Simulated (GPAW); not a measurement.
# A carbon nanotube (4, 4); one C replaced by Al: transmission at several levels

Wanted: the zero-bias transmission of a carbon nanotube (4, 4); one C replaced by Al on a ladder of levels, with run times.

Main program and level: GPAW 26.7.0; GPAW LCAO, PAW setups; Landauer transmission from Green's functions with principal layers (ASE), zero bias.

### Step 1. The starting structure

The cell holds 192 atoms: 191 C and 1 Al. Its edges and angles: a = 13.424 Å, b = 13.424 Å, c = 29.514 Å, α = 90.0°, β = 90.0°, γ = 90.0°. Regions: left lead, 80 atoms (80 C); channel, 32 atoms (31 C and 1 Al); right lead, 80 atoms (80 C). Vacuum lies along a and b. The structure is stacked along c, and the current runs across the ab planes.

### Step 2. Single-zeta polarised basis

One radial function a shell plus polarisation makes the matrices smaller; the question is what that costs.

The input, run.py:

```python
import json
import numpy as np
from ase import Atoms
from ase.transport.calculators import TransportCalculator
from gpaw import GPAW, FermiDirac
from gpaw.lcao.tools import get_lcao_hamiltonian
from scipy.linalg import eigh

# The junction with lead layers at both ends, along the third cell vector
device = Atoms(
    ['C', 'C', 'C', 'C', 'C', 'C', 'C', 'C', 'C', 'C', 'C', 'C', 'C', 'C', 'C', 'C', 'C', 'C', 'C', 'C', 'C', 'C', 'C', 'C', 'C', 'C', 'C', 'C', 'C', 'C', 'C', 'C', 'C', 'C', 'C', 'C', 'C', 'C', 'C', 'C', 'C', 'C', 'C', 'C', 'C', 'C', 'C', 'C', 'C', 'C', 'C', 'C', 'C', 'C', 'C', 'C', 'C', 'C', 'C', 'C', 'C', 'C', 'C', 'C', 'C', 'C', 'C', 'C', 'C', 'C', 'C', 'C', 'C', 'C', 'C', 'C', 'C', 'C', 'C', 'C', 'C', 'C', 'C', 'C', 'C', 'C', 'C', 'C', 'C', 'C', 'C', 'C', 'C', 'C', 'C', 'C', 'Al', 'C', 'C', 'C', 'C', 'C', 'C', 'C', 'C', 'C', 'C', 'C', 'C', 'C', 'C', 'C', 'C', 'C', 'C', 'C', 'C', 'C', 'C', 'C', 'C', 'C', 'C', 'C', 'C', 'C', 'C', 'C', 'C', 'C', 'C', 'C', 'C', 'C', 'C', 'C', 'C', 'C', 'C', 'C', 'C', 'C', 'C', 'C', 'C', 'C', 'C', 'C', 'C', 'C', 'C', 'C', 'C', 'C', 'C', 'C', 'C', 'C', 'C', 'C', 'C', 'C', 'C', 'C', 'C', 'C', 'C', 'C', 'C', 'C', 'C', 'C', 'C', 'C', 'C', 'C', 'C', 'C', 'C', 'C', 'C', 'C', 'C', 'C', 'C', 'C', 'C', 'C', 'C', 'C', 'C', 'C'],
    positions=[
        [4.00000, 6.71200, 0.61488],
        [4.36334, 5.35600, 0.61488],
        [5.35600, 9.06066, 0.61488],
        [6.71200, 9.42400, 0.61488],
        [6.71200, 4.00000, 0.61488],
        [8.06800, 4.36334, 0.61488],
        [9.06066, 8.06800, 0.61488],
        [9.42400, 6.71200, 0.61488],
        [4.09241, 7.41392, 1.84463],
        [4.79433, 8.62967, 1.84463],
        [4.79433, 4.79433, 1.84463],
        [6.01008, 4.09241, 1.84463],
        [7.41392, 9.33159, 1.84463],
        [8.62967, 8.62967, 1.84463],
        [8.62967, 4.79433, 1.84463],
        [9.33159, 6.01008, 1.84463],
        [4.00000, 6.71200, 3.07439],
        [4.36334, 5.35600, 3.07439],
        [5.35600, 9.06066, 3.07439],
        [6.71200, 9.42400, 3.07439],
        [6.71200, 4.00000, 3.07439],
        [8.06800, 4.36334, 3.07439],
        [9.06066, 8.06800, 3.07439],
        [9.42400, 6.71200, 3.07439],
        [4.09241, 7.41392, 4.30415],
        [4.79433, 8.62967, 4.30415],
        [4.79433, 4.79433, 4.30415],
        [6.01008, 4.09241, 4.30415],
        [7.41392, 9.33159, 4.30415],
        [8.62967, 8.62967, 4.30415],
[... 156 atom lines left out ...]
        [4.79433, 4.79433, 28.89927],
        [6.01008, 4.09241, 28.89927],
        [7.41392, 9.33159, 28.89927],
        [8.62967, 8.62967, 28.89927],
        [8.62967, 4.79433, 28.89927],
        [9.33159, 6.01008, 28.89927]],
    cell=[[13.424, 0.0, 0.0], [0.0, 13.424, 0.0], [0.0, 0.0, 29.51415]],
    pbc=True)

# One principal layer of the lead: the first 48 atoms of the device
lead = Atoms(
    ['C', 'C', 'C', 'C', 'C', 'C', 'C', 'C', 'C', 'C', 'C', 'C', 'C', 'C', 'C', 'C', 'C', 'C', 'C', 'C', 'C', 'C', 'C', 'C', 'C', 'C', 'C', 'C', 'C', 'C', 'C', 'C', 'C', 'C', 'C', 'C', 'C', 'C', 'C', 'C', 'C', 'C', 'C', 'C', 'C', 'C', 'C', 'C'],
    positions=[
        [4.00000, 6.71200, 0.61488],
        [4.36334, 5.35600, 0.61488],
        [5.35600, 9.06066, 0.61488],
        [6.71200, 9.42400, 0.61488],
        [6.71200, 4.00000, 0.61488],
        [8.06800, 4.36334, 0.61488],
        [9.06066, 8.06800, 0.61488],
        [9.42400, 6.71200, 0.61488],
        [4.09241, 7.41392, 1.84463],
        [4.79433, 8.62967, 1.84463],
        [4.79433, 4.79433, 1.84463],
        [6.01008, 4.09241, 1.84463],
        [7.41392, 9.33159, 1.84463],
        [8.62967, 8.62967, 1.84463],
        [8.62967, 4.79433, 1.84463],
        [9.33159, 6.01008, 1.84463],
        [4.00000, 6.71200, 3.07439],
        [4.36334, 5.35600, 3.07439],
        [5.35600, 9.06066, 3.07439],
        [6.71200, 9.42400, 3.07439],
        [6.71200, 4.00000, 3.07439],
        [8.06800, 4.36334, 3.07439],
        [9.06066, 8.06800, 3.07439],
        [9.42400, 6.71200, 3.07439],
        [4.09241, 7.41392, 4.30415],
        [4.79433, 8.62967, 4.30415],
        [4.79433, 4.79433, 4.30415],
        [6.01008, 4.09241, 4.30415],
        [7.41392, 9.33159, 4.30415],
        [8.62967, 8.62967, 4.30415],
        [8.62967, 4.79433, 4.30415],
        [9.33159, 6.01008, 4.30415],
        [4.00000, 6.71200, 5.53390],
        [4.36334, 5.35600, 5.53390],
        [5.35600, 9.06066, 5.53390],
        [6.71200, 9.42400, 5.53390],
        [6.71200, 4.00000, 5.53390],
        [8.06800, 4.36334, 5.53390],
        [9.06066, 8.06800, 5.53390],
        [9.42400, 6.71200, 5.53390],
        [4.09241, 7.41392, 6.76366],
        [4.79433, 8.62967, 6.76366],
        [4.79433, 4.79433, 6.76366],
        [6.01008, 4.09241, 6.76366],
        [7.41392, 9.33159, 6.76366],
        [8.62967, 8.62967, 6.76366],
        [8.62967, 4.79433, 6.76366],
        [9.33159, 6.01008, 6.76366]],
    cell=[[13.424, 0.0, 0.0], [0.0, 13.424, 0.0], [0.0, 0.0, 7.37854]],
    pbc=True)

settings = dict(mode='lcao', basis='szp(dzp)', xc='PBE', h=0.2,
                occupations=FermiDirac(0.1), maxiter=250,
                mixer=dict(beta=0.1, nmaxold=8, weight=100.0),
                convergence=dict(density=0.0001))
energies = np.arange(-2, 2 + 1e-9, 0.05)
eta = 0.0001
n1, n2 = 1, 1
# k and -k transmit alike, so half of the mesh across the current serves
mesh = [(i, j) for i in range(n1) for j in range(n2) if (i, j) <= (-i % n1, -j % n2)]
weights = np.array([1 if (i, j) == (-i % n1, -j % n2) else 2 for i, j in mesh]) / (n1 * n2)

# [... helper functions left out ...]
fermi_lead = ground_state(lead, (1, 1, 15), 'lead.txt')
fermi_device = ground_state(device, (1, 1, 3), 'device.txt')
# [... loop over the mesh left out, but for ...]
        # Shift the lead onto the potential of the device's first layer
        shift = ((H[:, 0, 0] - H0[:, 0, 0]) / S0[0, 0]).real.mean()
# [...]
kT = 8.617333e-5 * 300
bias = [0.1, 0.2, 0.5, 1.0, 1.5, 2.0]
# [... integrals and printing left out ...]
```

On the command line:

```bash
$ OMP_NUM_THREADS=1 OPENBLAS_NUM_THREADS=1 python run.py
```

Log:

```text
basis functions: device 1728, principal layer 432
Fermi level: lead -2.5655 eV, device -2.5981 eV; lead shifted by 0.0105 eV
largest coupling past the next layer 5.35e-15 eV, largest misfit of the first layer 0.027 eV
  E-E_F (eV)   T (one spin)  [channel counts left out]
    -2.000    4.1185e+00
    -1.950    3.3203e+00
    -1.900    3.8245e+00
    -1.850    3.5153e+00
    -1.800    3.0364e+00
    -1.750    1.5097e+00
    -1.700    9.7543e-01
    -1.650    9.4972e-01
    -1.600    9.9822e-01
    -1.550    1.1606e+00
    -1.500    1.3772e+00
    -1.450    1.3992e+00
    -1.400    1.3344e+00
    -1.350    1.2651e+00
    -1.300    1.2047e+00
    -1.250    1.1526e+00
[...]
1.650    6.2818e+00
     1.700    6.5060e+00
     1.750    5.9370e+00
     1.800    5.7934e+00
     1.850    5.8046e+00
     1.900    5.8382e+00
     1.950    5.8746e+00
     2.000    5.9080e+00
conductance at 300 K: 1.7411 G0 a cell; thermopower -2.032 uV/K
current from the zero-bias T(E) at 0.1 V: 13.487 uA
current from the zero-bias T(E) at 0.2 V: 26.954 uA
current from the zero-bias T(E) at 0.5 V: 67.035 uA
current from the zero-bias T(E) at 1.0 V: 131.64 uA
current from the zero-bias T(E) at 1.5 V: 192.17 uA
current from the zero-bias T(E) at 2.0 V: 251.8 uA
```

The job ended after 27 min (1 thread of Intel Xeon Platinum 8488C (Sapphire Rapids), shared host; peak memory 3.5 GiB).

Numbers from this step:

| Item | Value |
| --- | --- |
| conductance | 1.741 G₀ |
| thermopower | -2.032 μV/K |
| largest coupling past the next principal layer | 5.35e-15 eV |
| largest misfit of the first principal layer | 0.02743 eV |
| shift that aligns the lead | 0.01046 eV |
| basis functions of the junction | 1728 |
| basis functions of a principal layer | 432 |
| transmission at the Fermi level (one spin) | 1.743 |

One spin. The transmission, zone mean by energy, zero at the Fermi level:

energy (eV), transmission, zone mean and a bar from the least value:
```
    -2.00       4.12 #################
    -1.90       3.82 ###############
    -1.80       3.04 ###########
    -1.70       0.98 
    -1.55       1.16 #
    -1.45       1.40 ##
    -1.35       1.27 ##
    -1.25       1.15 #
    -1.15       1.07 
    -1.05       1.01 
    -0.90       1.00 
    -0.80       1.05 
    -0.70       1.13 #
    -0.60       1.24 #
    -0.50       1.35 ##
    -0.40       1.45 ###
    -0.25       1.59 ###
    -0.15       1.66 ####
    -0.05       1.72 ####
     0.00       1.74 ####
     0.05       1.77 ####
     0.15       1.80 ####
     0.25       1.83 #####
     0.40       1.87 #####
     0.50       1.89 #####
     0.60       1.91 #####
     0.70       1.92 #####
     0.80       1.94 #####
     0.90       1.95 #####
     1.05       3.09 ###########
     1.15       3.68 ##############
     1.25       5.17 ######################
     1.35       6.00 ###########################
     1.45       6.42 #############################
     1.55       6.66 ##############################
     1.70       6.51 #############################
     1.80       5.79 #########################
     1.90       5.84 ##########################
     2.00       5.91 ##########################
```

Not self-consistent under bias; the bias window is split evenly. Current through one cell, from the zero-bias transmission against bias:

```
bias (V)  current through one cell, from the zero-bias transmission (μA)
   0.100                                                            13.5
   0.200                                                            27.0
   0.500                                                            67.0
   1.000                                                             132
   1.500                                                             192
   2.000                                                             252
```

Table of transmission of the three most open eigenchannels by energy, zero at the Fermi level:

```
energy (eV)  channel 1  channel 2  channel 3
     -2.000      0.999      0.998      0.910
     -1.800      0.996      0.711      0.700
     -1.600      0.935     0.0633     1.9e-9
     -1.400      0.934      0.401    5.3e-12
     -1.200      0.987      0.120          0
     -1.000      0.995    0.00491    6.7e-12
     -0.800      0.997     0.0530          0
     -0.600      0.998      0.241          0
     -0.400      0.998      0.454          0
     -0.200      0.999      0.625          0
      0.000      0.999      0.744          0
      0.200      0.999      0.822          0
      0.400      0.999      0.871          0
      0.600      0.999      0.908    1.4e-12
      0.800      0.999      0.938    8.5e-11
      1.000      0.998      0.970      0.408
      1.200      0.997      0.995      0.956
      1.400      0.997      0.996      0.992
      1.600      0.998      0.994      0.983
      1.800      0.998      0.996      0.983
      2.000      0.998      0.997      0.990
```

Couplings past the next layer reach 5.3e-15 eV, small enough to drop; the matrix elements of the cell's first layer differ from the bulk lead's by up to 0.027 eV. That layer keeps its own values in the calculation, and only beyond it is the lead taken as perfect.

### Step 3. Minimal basis, basis sz(dzp)

One function for each valence shell of the setup, as for a first survey of a large system.

Changes to run.py since step 2:

```diff
@@ -107,3 +107,3 @@
 
-settings = dict(mode='lcao', basis='szp(dzp)', xc='PBE', h=0.2,
+settings = dict(mode='lcao', basis='sz(dzp)', xc='PBE', h=0.2,
                 occupations=FermiDirac(0.1), maxiter=250,
```

Log:

```text
basis functions: device 768, principal layer 192
Fermi level: lead -3.4172 eV, device -3.4378 eV; lead shifted by 0.0067 eV
largest coupling past the next layer 3.36e-15 eV, largest misfit of the first layer 0.026 eV
  E-E_F (eV)   T (one spin)  [channel counts left out]
    -2.000    3.8138e+00
    -1.950    3.7449e+00
    -1.900    3.5551e+00
    -1.850    3.0912e+00
    -1.800    1.7935e+00
    -1.750    9.8054e-01
    -1.700    8.2173e-01
    -1.650    1.0124e+00
    -1.600    1.1840e+00
    -1.550    1.3873e+00
    -1.500    1.4643e+00
    -1.450    1.4337e+00
    -1.400    1.3694e+00
    -1.350    1.3020e+00
    -1.300    1.2390e+00
    -1.250    1.1821e+00
[...]
1.650    5.9984e+00
     1.700    6.0245e+00
     1.750    5.4106e+00
     1.800    5.6566e+00
     1.850    5.9461e+00
     1.900    5.5887e+00
     1.950    5.5853e+00
     2.000    5.6489e+00
conductance at 300 K: 1.721 G0 a cell; thermopower -2.144 uV/K
current from the zero-bias T(E) at 0.1 V: 13.331 uA
current from the zero-bias T(E) at 0.2 V: 26.641 uA
current from the zero-bias T(E) at 0.5 V: 66.251 uA
current from the zero-bias T(E) at 1.0 V: 130.08 uA
current from the zero-bias T(E) at 1.5 V: 189.92 uA
current from the zero-bias T(E) at 2.0 V: 247.04 uA
```

It took 4.8 min on 1 thread; peak memory 2.3 GiB.

This step gave:

```yaml
conductance: 1.721 G₀
thermopower: -2.144 μV/K
largest_coupling_past_the_next_principal_layer: 3.36e-15 eV
largest_misfit_of_the_first_principal_layer: 0.02561 eV
shift_that_aligns_the_lead: 0.006742 eV
basis_functions_of_the_junction: 768
basis_functions_of_a_principal_layer: 192
transmission_at_the_fermi_level_one_spin: 1.722
```

One spin. The transmission, zone mean by energy, zero at the Fermi level:

```
energy (eV)  transmission, zone mean
     -2.000                     3.81
     -1.800                     1.79
     -1.600                     1.18
     -1.500                     1.46
     -1.400                     1.37
     -1.200                     1.13
     -1.000                     1.00
     -0.800                     1.04
     -0.600                     1.22
     -0.400                     1.43
     -0.200                     1.60
      0.000                     1.72
      0.200                     1.80
      0.400                     1.86
      0.600                     1.89
      0.800                     1.92
      1.000                     1.94
      1.200                     1.96
      1.400                     2.97
      1.600                     5.76
      1.700                     6.02
      1.800                     5.66
      1.850                     5.95
      2.000                     5.65
```

Not self-consistent under bias; the bias window is split evenly. The current through one cell, from the zero-bias transmission by bias:

```
bias (V)  current through one cell, from the zero-bias transmission (μA)
   0.100                                                            13.3
   0.200                                                            26.6
   0.500                                                            66.3
   1.000                                                             130
   1.500                                                             190
   2.000                                                             247
```

Transmission of the three most open eigenchannels against energy, zero at the Fermi level:

```
energy (eV)  channel 1  channel 2  channel 3
      -2.00      0.998      0.953      0.948
      -1.90      0.999      0.851      0.840
      -1.80      0.999      0.281      0.272
      -1.70      0.797     0.0250     4.5e-7
      -1.55      0.774      0.614    5.3e-11
      -1.45      0.905      0.528    4.7e-12
      -1.35      0.965      0.337    1.0e-12
      -1.25      0.983      0.200          0
      -1.15      0.989     0.0978          0
      -1.05      0.993     0.0292          0
      -0.90      0.995    0.00305    3.5e-12
      -0.80      0.996     0.0422          0
      -0.70      0.997      0.119          0
      -0.60      0.997      0.218          0
      -0.50      0.998      0.325          0
      -0.40      0.998      0.428          0
      -0.25      0.998      0.562          0
      -0.15      0.998      0.636          0
      -0.05      0.998      0.698          0
       0.00      0.998      0.724          0
       0.05      0.998      0.748          0
       0.15      0.998      0.788          0
       0.25      0.998      0.821          0
       0.40      0.999      0.859          0
       0.50      0.999      0.878          0
       0.60      0.999      0.894          0
       0.70      0.999      0.908          0
       0.80      0.999      0.921          0
       0.90      0.999      0.932          0
       1.05      0.999      0.948    2.3e-12
       1.15      0.999      0.958    1.5e-11
       1.25      0.999      0.967    2.1e-10
       1.35      0.999      0.979     3.6e-8
       1.45      0.998      0.990      0.851
       1.55      0.997      0.990      0.968
       1.70      0.998      0.991      0.962
       1.80      0.997      0.992      0.984
       1.90      0.996      0.994      0.960
       2.00      0.997      0.995      0.979
```

At the Fermi level the transmission is 1.72. The current reaches 247 μA at 2 V, close to what the ratio of current to bias at 0.1 V would give.

### Step 4. LDA in the szp basis: xc = "LDA"

Back in the szp basis, the functional changes from PBE to LDA, to set the spread between functionals beside that between bases.

Changes to run.py since step 3:

```diff
@@ -107,3 +107,3 @@
 
-settings = dict(mode='lcao', basis='sz(dzp)', xc='PBE', h=0.2,
+settings = dict(mode='lcao', basis='szp(dzp)', xc='LDA', h=0.2,
                 occupations=FermiDirac(0.1), maxiter=250,
```

Log:

```text
basis functions: device 1728, principal layer 432
Fermi level: lead -2.7944 eV, device -2.8286 eV; lead shifted by 0.0069 eV
largest coupling past the next layer 3.24e-15 eV, largest misfit of the first layer 0.029 eV
  E-E_F (eV)   T (one spin)  [channel counts left out]
    -2.000    4.1620e+00
    -1.950    4.1160e+00
    -1.900    3.3209e+00
[...]
1.950    5.8907e+00
     2.000    5.9245e+00
conductance at 300 K: 1.7458 G0 a cell; thermopower -2.042 uV/K
current from the zero-bias T(E) at 0.1 V: 13.525 uA
current from the zero-bias T(E) at 0.2 V: 27.034 uA
current from the zero-bias T(E) at 0.5 V: 67.242 uA
current from the zero-bias T(E) at 1.0 V: 132.01 uA
current from the zero-bias T(E) at 1.5 V: 192.56 uA
current from the zero-bias T(E) at 2.0 V: 251.74 uA
```

The job ended after 26 min (1 thread; peak memory 3.5 GiB).

Numbers from this step:

| Quantity | Value |
| --- | --- |
| conductance | 1.746 G₀ |
| thermopower | -2.042 μV/K |
| largest coupling past the next principal layer | 3.24e-15 eV |
| largest misfit of the first principal layer | 0.02900 eV |
| shift that aligns the lead | 0.006859 eV |
| basis functions of the junction | 1728 |
| basis functions of a principal layer | 432 |
| transmission at the Fermi level (one spin) | 1.745 |

One spin. Transmission, zone mean against energy, zero at the Fermi level:

energy (eV), transmission, zone mean and a bar from the least value:
```
    -2.00       4.16 #################
    -1.90       3.32 #############
    -1.80       3.29 ############
    -1.70       0.99 
    -1.55       1.09 #
    -1.45       1.43 ##
    -1.35       1.30 ##
    -1.25       1.17 #
    -1.15       1.08 
    -1.05       1.02 
    -0.90       1.00 
    -0.80       1.05 
    -0.70       1.13 #
    -0.60       1.24 #
    -0.50       1.35 ##
    -0.40       1.46 ##
    -0.25       1.59 ###
    -0.15       1.66 ####
    -0.05       1.72 ####
     0.00       1.75 ####
     0.05       1.77 ####
     0.15       1.81 ####
     0.25       1.84 #####
     0.40       1.88 #####
     0.50       1.89 #####
     0.60       1.91 #####
     0.70       1.92 #####
     0.80       1.94 #####
     0.90       1.95 #####
     1.05       2.96 ###########
     1.15       3.65 ##############
     1.25       5.21 #######################
     1.35       6.01 ###########################
     1.45       6.43 #############################
     1.50       6.57 ##############################
     1.55       6.31 #############################
     1.70       6.30 #############################
     1.80       5.78 ##########################
     1.90       5.85 ##########################
     2.00       5.92 ###########################
```

The conductance, 1.75 G₀, lies 0.3 % above that of the szp run.

### Step 5. The ladder

Times are for 1 thread of Intel Xeon Platinum 8488C (Sapphire Rapids), shared host. Results by setting:

```
no.      run  conductance (G₀)     time  memory (GiB)
  1      szp             1.741   27 min           3.5
  2       sz             1.721  4.8 min           2.3
  3  szp LDA             1.746   26 min           3.5
```

(Part 1 of 2 ends here.)

[Logs are printed without paths, hosts, clocks, repeated set-up lines and the standing remarks that a program may print on its own settings, such as how far it seeks lower states.]

[Hosts, paths, dates, database ids (printed as entryN), source tags and the programs' standing remarks are cut or masked in the printed files.]
